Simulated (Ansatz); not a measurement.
# Zn8SeS7 (Se on 12 % of the S sites, one arrangement): which shell does photoemission see at 21.2 and 40.8 eV? (LDA, PAW set soft_1)

The valence band of Zn8SeS7 (Se on 12 % of the S sites, one arrangement) mixes several shells. Work out by hand which one leads the spectrum's area at each photon energy.

Filled states come from the projected DOS of Ansatz 0.2.0 (LDA, plane waves); cross sections σ and asymmetry parameters β are those of free atoms in a Dirac–Hartree–Slater calculation. A shell's area is states × σ × angular factor, which is 1 + β·P₂(cos θ) for linear light, with θ = 0° from the polarisation and P₂ = 1.000.

**At 21.2 eV** (states counted from 11.0 eV below the zero; other shells add 0.75 to the products' sum of 174):

```
shell  filled states a cell  cross section (Mb an electron)     β  angular factor  product  share by hand (%)  share in the simulated spectrum (%)
Zn 3d                 79.09                           0.394  0.01            1.01     31.6                 18                                   18
 S 3s                  1.30                               0  0.00            1.00        0                  0                                    0
 S 3p                 36.42                            1.08  1.85            2.85      112                 64                                   64
Se 4p                  5.17                            2.04  1.83            2.83     29.9                 17                                   17
```

**At 40.8 eV** (states counted from 15.0 eV below the zero; other shells add 1.3 to the products' sum of 70.9):

| shell | filled states a cell | cross section (Mb an electron) | β | angular factor | product | share by hand (%) | share in the simulated spectrum (%) |
| --- | --- | --- | --- | --- | --- | --- | --- |
| Zn 3d | 79.84 | 0.759 | -0.10 | 0.90 | 54.2 | 76 | 76 |
| S 3s | 12.97 | 0.21 | 2.00 | 3.00 | 8.17 | 12 | 11 |
| S 3p | 36.50 | 0.136 | 0.09 | 1.09 | 5.44 | 8 | 8 |
| Se 4p | 5.19 | 0.145 | 1.37 | 2.37 | 1.78 | 3 | 3 |

S 3p leads at 21.2 eV and Zn 3d at 40.8 eV. Between the two energies σ of S 3p changes by a factor 0.13 and that of Zn 3d by 1.9, so their ratio moves 15-fold in favour of the second. The simulated spectrum uses the same rule on the energy-resolved DOS, so the two share columns agree within a few points.

Only crystals where the two columns agree within 4 points and the lead is clear are worked in this form. Free-atom cross sections ignore the solid's final states, no escape depth or background enters, and the count of states a shell hangs on the projection.

[Logs are printed without paths, hosts, clocks, repeated set-up lines and the standing remarks that a program may print on its own settings, such as how far it seeks lower states.]
